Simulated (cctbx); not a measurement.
# Symmetry from intensities

Cell: a = 7.3900 Å, b = 7.3900 Å, c = 12.9770 Å, α = 90.00°, β = 90.00°, γ = 90.00°. Expected content of the cell: Dy20 Ni8 V4.

The data are simulated with cctbx, not measured: Mo Kα, λ = 0.71073 Å, to d = 0.7 Å, 80 % of the full sphere, strongest reflection 40000 counts, noise from counting, a 1.5 % proportional error and a noise floor of 15 counts (s.d.); no absorption.

Tests on the unmerged data give:

```text
6867 reflections to d = 0.701 A
centring   violations  <I/sigma> of those
    A       1220 of  3464     10.1
    B       1206 of  3440     10.2
    C       1014 of  3436      8.6
    I          0 of  3473      0.0
    R       1649 of  4612     10.5
    F       1720 of  5170      9.6
Laue class    unique    Rint  (classes that these axes allow; Friedel mates merged)
I 1 2/m 1        1149   0.017
I 1 1 2/m        1115   0.017
I 2/m 1 1        1146   0.017
I m m m           641   0.019
I 4/m             567   0.019
I 4/m m m         351   0.020
space group    extra absences  I>4sigma  <I/sigma>
I 4 2 2                 0          0         -  acentric
I 4 m m                 0          0         -  acentric
I 4 c m               239          0       0.0  acentric
I -4 m 2                0          0         -  acentric
I -4 c 2              239          0       0.0  acentric
I -4 2 m                0          0         -  acentric
I 4/m m m               0          0         -  centric
I 4/m c m             239          0       0.0  centric
Wilson B = 1.38 A^2   <|E^2-1|> = 0.916 (0.968 centric, 0.736 acentric)   E^2>4: 2.5 %
shell (A)         n   <I/sigma>
 6.49 - 1.40     55     69.0
 1.40 - 1.11     45     78.7
 1.11 - 0.97     45     67.5
 0.97 - 0.88     42     56.6
 0.88 - 0.82     41     53.2
 0.82 - 0.77     42     42.7
 0.77 - 0.73     42     49.1
 0.73 - 0.70     39     47.6
```

Q: Read the symmetry from these tables.

The reflections that I centring forbids are absent (⟨I/σ⟩ near 0), so the lattice is I.

Rint stays low (0.017 to 0.020) up to I 4/m m m, the highest class in these axes.

8 settings pass the absence test. The most absences obeyed, 239, belong to I 4 c m, I -4 c 2 and I 4/m c m, which absences can't tell apart.

⟨|E²−1|⟩ = 0.916 leans to a centrosymmetric structure. The Wilson B of 1.38 Å² means U ≈ 0.0175 Å².

The true group is I4/mcm (no. 140), Laue class 4/mmm, centrosymmetric. The tables only narrow the choice to the tied entries; cell content, site symmetry and trial solutions must settle it.

The model was made for the exercise: a known structure type with other elements put in, its volume estimated, not relaxed; displacement parameters are assumed.

[Logs are printed without paths, hosts, clocks, repeated set-up lines and the standing remarks that a program may print on its own settings, such as how far it seeks lower states.]
